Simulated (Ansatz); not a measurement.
**Resistivity from frozen vibrations: Al(111) with 4 thermally displaced layers, 2x2**

Aim: the resistivity of Al at 180 K from frozen thermal displacements between perfect leads.

Main program and level: Ansatz 0.2.0; Ansatz plane-wave DFT, PBE, PAW files; ballistic transport by layer matching (Landauer), zero bias; PAW set soft_1.

### 1. Starting point

The cell holds 40 atoms: 40 Al. Cell: a = 5.725 Å, b = 5.725 Å, c = 23.429 Å, α = 93.5°, β = 86.5°, γ = 120.0°. It derives from Al. Regions: lead, 24 atoms (24 Al); scattering region, 16 atoms (16 Al). The structure is stacked along c, and the current runs across the ab planes.

### 2. With 4 displaced layers

Each atom of 4 layers is moved at random, by amounts drawn from a normal law 0.078 Å wide in each direction from the Debye model (428 K) at 180 K. The layers about the cell's end stay perfect and serve as the lead. Disorder leaves little or no symmetry, which makes such runs dear. Energies from -0.05 to 0.05 eV in steps of 0.05 eV are too few for the program's thermal sum, so it prints no conductance; for a metal the transmission near the Fermi level serves, at a fraction of the cost.

Contents of input.yaml:

```yaml
crystal:
  lattice:
    - [5.7246940741, 0.0, 0.0]
    - [-2.862347037, 4.957730497, 0.0]
    - [1.4311735185, -0.8262884162, 23.3709656917]
  atoms:
    - { symbol: Al, position: [0.9916666667, 0.0083333333, 0.05] }
    - { symbol: Al, position: [0.9916666667, 0.5083333333, 0.05] }
    - { symbol: Al, position: [0.4916666667, 0.0083333333, 0.05] }
    - { symbol: Al, position: [0.4916666667, 0.5083333333, 0.05] }
    - { symbol: Al, position: [0.1416666667, 0.3583333333, 0.15] }
    - { symbol: Al, position: [0.1416666667, 0.8583333333, 0.15] }
    - { symbol: Al, position: [0.6416666667, 0.3583333333, 0.15] }
    - { symbol: Al, position: [0.6416666667, 0.8583333333, 0.15] }
    - { symbol: Al, position: [0.2916666667, 0.2083333333, 0.25] }
    - { symbol: Al, position: [0.2916666667, 0.7083333333, 0.25] }
    - { symbol: Al, position: [0.7916666667, 0.2083333333, 0.25] }
    - { symbol: Al, position: [0.7916666667, 0.7083333333, 0.25] }
    - { symbol: Al, position: [0.9493939046, 0.0752119604, 0.3524760804] }
    - { symbol: Al, position: [0.9649452529, 0.5831414614, 0.3459747769] }
    - { symbol: Al, position: [0.4227872298, 0.037486572, 0.3496402265] }
    - { symbol: Al, position: [0.4548320913, 0.5582638289, 0.3516556878] }
    - { symbol: Al, position: [0.0672831393, 0.4101433774, 0.4469718185] }
    - { symbol: Al, position: [0.1223179725, 0.9228203376, 0.4531697712] }
    - { symbol: Al, position: [0.595335069, 0.4183456849, 0.4521966213] }
    - { symbol: Al, position: [0.5831217645, 0.9004409943, 0.4496167866] }
    - { symbol: Al, position: [0.2288941206, 0.2488209358, 0.5490538415] }
    - { symbol: Al, position: [0.2386567042, 0.7695068853, 0.5446708472] }
    - { symbol: Al, position: [0.7482733034, 0.2481833201, 0.5481771679] }
    - { symbol: Al, position: [0.7222559925, 0.7559251914, 0.5491730861] }
    - { symbol: Al, position: [0.8900235034, 0.0999840773, 0.6503130413] }
    - { symbol: Al, position: [0.9200088049, 0.6144516045, 0.6480845135] }
    - { symbol: Al, position: [0.4033143338, 0.1066365264, 0.6519828801] }
    - { symbol: Al, position: [0.3980155438, 0.6011039204, 0.6435549871] }
    - { symbol: Al, position: [0.0416666667, 0.4583333333, 0.75] }
    - { symbol: Al, position: [0.0416666667, 0.9583333333, 0.75] }
    - { symbol: Al, position: [0.5416666667, 0.4583333333, 0.75] }
    - { symbol: Al, position: [0.5416666667, 0.9583333333, 0.75] }
    - { symbol: Al, position: [0.1916666667, 0.3083333333, 0.85] }
    - { symbol: Al, position: [0.1916666667, 0.8083333333, 0.85] }
    - { symbol: Al, position: [0.6916666667, 0.3083333333, 0.85] }
    - { symbol: Al, position: [0.6916666667, 0.8083333333, 0.85] }
    - { symbol: Al, position: [0.8416666667, 0.1583333333, 0.95] }
    - { symbol: Al, position: [0.8416666667, 0.6583333333, 0.95] }
    - { symbol: Al, position: [0.3416666667, 0.1583333333, 0.95] }
    - { symbol: Al, position: [0.3416666667, 0.6583333333, 0.95] }
kpoints:
  mp_grid: { grid: [5, 5, 1] }
hamiltonian:
  xc: pbe
  pseudopotentials: { kind: paw, azcp: { folder: soft_1 } }
scf:
  occupations: { method: fermi_dirac, width: 0.1 }
output:
  transmission:
    leads: [[0, 4]]
    kmesh: [10, 10]
    e_range: [-0.05, 0.05]
    de: 0.05
  write_potential: true
  write_density: true
  volumetric_format: npy
  elf: true
```

Run with:

```sh
$ ansatz run input.yaml --threads 4 --pin off --max-ram 15360MiB --backend cpu --events-out ev --progress --plain --runs-dir out
```

Numbers of over 12 decimals in the logs are rounded to 6 here.

Output:

```text
Engine: ansatz 0.2.0, aarch64-unknown-linux-gnu
Pseudopotentials: kind: paw
Pseudopotential: Al, paw, valence charge 3, recommended cutoff 420 eV (normal), soft_1/Al.paw.azcp
Functional definition: PBE
  parameter kappa = 0.804
  parameter beta = 0.066725
  exchange = pbe_x(kappa = kappa, mu = beta*pi^2/3)
  correlation = pbe_c(beta = beta)
Crystal: 40 atoms, lattice volume = 663.303 Å³
Basis set: ecut = 420 eV, 13043 PW (Γ)
Bands: 100, of which v1, the nominal top of the filled ones, is band 60 counted from 1 (59 counted from 0)
Symmetry: 1 space group operations
Space group: P1 (ITA 1), of the structure as read, at distance tolerance 8.7e-5 Å
k-points: 13 of 25 (time reversal used)
Non-local potential: Al, projectors of the file, l = 0: 2, l = 1: 2, l = 2: 1
PAW form: soft (Blöchl's): semilocal exchange-correlation on the pseudo side does not see the compensation charge
PAW one-centre angular grid: Al, 110 points (default); XC on 64 Gauss nodes
Initial density: superposition of atomic densities (chi_scale 0.1, normalization cell)
Initial wavefunctions: pseudopotential atomic-orbital guess
Functional: x = pbe(κ = 0.804, μ = 0.219515), c = pbe(β = 0.066725)
SCF iter   1: F=—  HF=-21501.186651 eV  |F-HF|=—  |Δ(HF+E_count)|=         —  Δρ=2.28e-2  dr2=4.32e0  ethr=3.10e-3  ⟨swp⟩=6.3  Hψ=5941  notcnv=0  defer=32
preconditioner: auto → Kerker (q_TF=auto, 2.052 Å⁻¹)  [metal: Δε(μ)=0.008 eV  Ē_g=6.723 eV  σ=0.100 eV  W_gap=0.02  n_scr=86 (ndim 8)  ℏωp=15.8 eV  f_vac=0.000  D(μ)=19.65/eV (n_scr^D=138)]
SCF iter   2: F=—  HF=-21500.567981 eV  |F-HF|=—  |Δ(HF+E_count)|=   6.19e-1  Δρ=1.50e-2  dr2=1.73e0  ethr=3.10e-3  ⟨swp⟩=1.3  Hψ=1505  notcnv=0  defer=35
SCF iter   3: F=—  HF=-21499.762793 eV  |F-HF|=—  |Δ(HF+E_count)|=   8.05e-1  Δρ=1.10e-3  dr2=1.09e-2  ethr=1.44e-3  ⟨swp⟩=2.0  Hψ=1417  notcnv=0  defer=86
SCF iter   4: F=—  HF=-21499.756599 eV  |F-HF|=—  |Δ(HF+E_count)|=   6.19e-3  Δρ=1.79e-4  dr2=2.98e-4  ethr=9.05e-6  ⟨swp⟩=2.8  Hψ=1968  notcnv=0  defer=104
SCF iter   5: F=—  HF=-21499.756514 eV  |F-HF|=—  |Δ(HF+E_count)|=   8.48e-5  Δρ=2.32e-5  dr2=5.02e-6  ethr=2.48e-7  ⟨swp⟩=2.7  Hψ=2074  notcnv=0  defer=104
SCF iter   6: F=—  HF=-21499.756501 eV  |F-HF|=—  |Δ(HF+E_count)|=   1.37e-5  Δρ=3.73e-6  dr2=1.48e-7  ethr=4.18e-9  ⟨swp⟩=1.3  Hψ=1313  notcnv=0  defer=104
SCF iter   7: F=-21499.756501 eV  HF=-21499.756501 eV  |F-HF|=3.89e-9  |Δ(HF+E_count)|=   3.14e-9  Δρ=8.14e-7  dr2=7.91e-9  ethr=8.33e-11  ⟨swp⟩=13.2  Hψ=5051  notcnv=0
SCF 1 converged in 7 iterations: F = -21499.756501 eV  dr2 = 7.91e-9
  greatest PAW one-centre occupation: 0.451 electrons in one spin orbital (limit 2), on the Al atom at site 17 (counted from 0), in its partial waves of l = 0
transmission: 159 of 1508 steps passed
transmission: 306 of 1508 steps passed
[...]
transmission: 1508 of 1508 steps passed
SCF converged after 7 iterations
Free energy (F): -21499.756501 eV
Harris-Foulkes:  -21499.756501 eV  (|F-HF|=3.89e-9)
Internal energy: -21499.112050 eV  (E = F + TS)
E sigma→0 (E₀):  -21499.434275 eV
Entropy (-TS):   -0.644451 eV (-16.111 meV/atom)
Fermi energy:    7.934226 eV
--- Per-component energies (eV) ---
  E_band       = 416.899720
  E_kinetic    = 898.426870
  E_local      = 412.223587  (includes V_loc(G=0)·N_el)
  E_nonlocal   = 399.826803
  E_hartree    = 5.595303
  E_xc         = -1506.183486
  E_vxc        = -1165.055644  (∫ρ·V_xc dr)
  E_paw        = -18776.125187  (= ΣΔE_a)
  E_vpaw       = -139.712556  (= ΣTr[D̂ρ^β])
  E_aug_tail   = -0.000083  (compensation charges beyond the density's cutoff)
  E_ewald      = -2932.875857
  E_smearing   = -0.644451  (= −TS)
  E_closure    = 0.000000  (closes the sum)
  Σ components = -21499.756501   (vs F -21499.756501, Δ=0.00e0)
--- Band table (eV; the first three rows and the last of 13) ---
  k-point 0: bands = [... 56 lower, 6.2856, 6.7344, 6.7526, 6.7695, 6.7889, 7.0927, 7.1202, 7.1541, ... 36 higher]
  k-point 1: bands = [... 56 lower, 6.6487, 6.9185, 7.0484, 7.2141, 7.3664, 7.4051, 7.4643, 7.5612, ... 36 higher]
  k-point 2: bands = [... 56 lower, 7.8437, 7.9373, 8.0437, 8.1006, 8.1557, 8.1988, 8.2362, 8.3707, ... 36 higher]
  k-point 12: bands = [... 56 lower, 7.4562, 7.5388, 7.7862, 7.9561, 7.9844, 8.0029, 8.0767, 8.1038, ... 36 higher]
--- Transmission ---
  basis      : 253 plane waves across, 29 finite elements along
  points     : 52, standing for a mesh of 10 x 10
  energies   : 3 from -0.050000 to 0.050000 eV about the Fermi level, 0.050000 eV apart; the leads are filled to 0.000000 eV, and channels, transmission and decay are at 0.000000 eV
  crystal 0  : Al4, at the sites [0, 4], period 2.3371 Å, over 14.02 Å; its Hamiltonian steps by up to 5.7 meV
    offset         : up to 0.0000 Å between an atom of the period and one for which it stands
    channels       : 5.410000e0 a spin
    conductance    : none, the energies end too early or step too widely for 300 K: set another output.transmission.e_range or a lower de, or, where they end at an eighth of basis.ecutwfc, a higher one
  junction   : crystal 0 to crystal 0, 0.70 to 21.73 Å
    transmission   : 5.224566e0 a spin
    conductance    : none, the energies end too early or step too widely for 300 K: set another output.transmission.e_range or a lower de, or, where they end at an eighth of basis.ecutwfc, a higher one
```

It took 6.7 min on 4 threads of Arm Neoverse V1, shared host; peak memory 1.8 GiB; 21 min of CPU time.

Reading the cycles: dr2 is the Hartree energy of the density residual (eV), the measure of convergence; HF is the Harris–Foulkes estimate of the energy, which meets the free energy F at convergence.

Numbers from this step:

```yaml
free_energy: -21499.7565 eV
energy_at_zero_smearing: -21499.4343 eV
fermi_energy: 7.934 eV
cell_area: 28.38 Å²
transmission_per_spin_nearest_the_fermi_level: 5.225
open_channels_per_spin_nearest_the_fermi_level: 5.41
step_of_the_lead_s_potential: 5.7 meV
```

Per spin. Table of transmission, zone mean by energy, zero at the Fermi level:

```tsv
energy (eV)	transmission, zone mean
-0.0500	5.14
0.0000	5.22
0.0500	5.37
```

Per spin. Table of open channels, zone mean, lead by energy, zero at the Fermi level:

```tsv
energy (eV)	open channels, zone mean, lead
-0.0500	5.29
0.0000	5.41
0.0500	5.59
```

Transmission over k1 and k2. At 0.0000 eV from the Fermi level.

Ten even steps from '0' (2.97) to '9' (6.91):
```
4673764020
2749946222
2399999220
4799779974
2649797946
4479977997
2022999993
2222649947
4020467376
2422424224
```
Columns: k1 (b1) from -0.5 to 0.4; rows upwards: k2 (b2) from -0.5 to 0.4.

Open channels over k1 and k2. At 0.0000 eV from the Fermi level.

Ten even steps from '_' (3.00) to '@' (7.00):
```
++####++####++__::__
::##++@@@@++##::::::
::++@@@@@@@@@@++::__
++##@@@@####@@@@##++
::##++@@##@@##@@++##
++++##@@@@####@@@@##
::__::++@@@@@@@@@@++
::::::::##++@@@@++##
++__::__++####++####
::++::::++::++::::++
```
Columns: k1 (b1) from -0.5 to 0.4; rows upwards: k2 (b2) from -0.5 to 0.4.

Valence density in the ca plane at fractional y = 0.037, with atoms of Al within 0.2 Å of it. It is the smooth field of the valence electrons, not physical close to the nuclei.

Ten even steps from '0' (0.06 e/Å³) to '9' (0.24 e/Å³), each cell a mean:
```
64333566677400477665433467776764578888777666
76444677677511487665433468877851148878875456
87666787666755788777644578877862148777764446
88778887655678777887776789876676678888876456
88778887655677667766788899865568888887667666
87666888766677766766788899864457887884237877
75445677777766777788776788764568888884237877
64333577777412587788755577765676789897567767
75334577787300488788754567766763258888876556
86555788778522688899865567766762148877765446
88777888767777888888887788765675468878765446
88878887656788777765699999864567888788776556
88767887655788766754699999754456777785357767
76556788666788876776788888754456777773137877
65334677667633676677655678765567887885347777
```
Columns run along c (16.0 Å, from fractional 0.16 to 0.84 of the cell), rows up along a (5.7 Å). Atoms in or near the plane, at fractional coordinates: Al at (0.35, 0.95), Al at (0.35, 0.42).

Electrostatic potential energy in the ca plane at fractional y = 0.037, with atoms of Al within 0.2 Å of it. With pseudopotentials it is smooth inside the atoms' cores, unlike the true potential.

Ten even steps from '0' (-9.3 eV) to '9' (9.6 eV), each cell a mean:
```
99999999983199238999999998898611115873125899
88999888984067138999999998998406713888778998
57898657897300168877899988898504613898889998
25786324799765788632479877789730015876568998
35786313799988998400158876789986568841014899
67898645898766898400058876689998889721521699
89999878886211378732478887789976678721521699
99999999983176158877789988899731126751103799
89999999972399238988999998899603513786457998
68998778884155148876789988899504722798889998
36887535787411378621268988899720104888789998
25786313799877888401037877789974347863236998
46887424799877898401027876689998888730202799
78998767898523588620157876789998899722731699
99999989985022058876689987889864468730211799
```
Columns run along c (16.0 Å, from fractional 0.16 to 0.84 of the cell; values clipped at the 3rd and 97th percentile), rows up along a (5.7 Å). Atoms in or near the plane, at fractional coordinates: Al at (0.35, 0.95), Al at (0.35, 0.42).

ELF in the ca plane at fractional y = 0.037, with atoms of Al within 0.2 Å of it. It is the smooth field of the valence electrons, not physical close to the nuclei.

Ten even steps from '0' (0.05) to '9' (0.67), each cell a mean:
```
75324688888201278877543468887852369998767777
86545788888300289887533468988840028989876557
98767899878744799998654579988840028888875446
89889888766788888987777789976765479999876557
89889877766788877754688899865578999986457777
88667898877899877754688899864468998972016888
86445789888655888887777789865578999982016988
75324688898210488898754578876775589997447878
86434688897142289898643468888850038999876667
97656789887300489998754578888850027988875456
88888888777766788986677789977763258889875456
89989877766799878742489999975677888898777667
88878888766799877742489999864457888883137878
87556899777778887875688898764467888871016988
75334688888511588888766678876677899984126888
```
Columns run along c (16.0 Å, from fractional 0.16 to 0.84 of the cell), rows up along a (5.7 Å). Atoms in or near the plane, at fractional coordinates: Al at (0.35, 0.95), Al at (0.35, 0.42).

Over the solved energies the transmission per spin lies between 5.14 and 5.37, out of 5.43 channels of the lead on average (up to 5.59).

(Part 1 of 2 ends here.)

[Logs are printed without paths, hosts, clocks, repeated set-up lines and the standing remarks that a program may print on its own settings, such as how far it seeks lower states.]

[Hosts, paths, dates, database ids (printed as entryN), source tags and the programs' standing remarks are cut or masked in the printed files.]
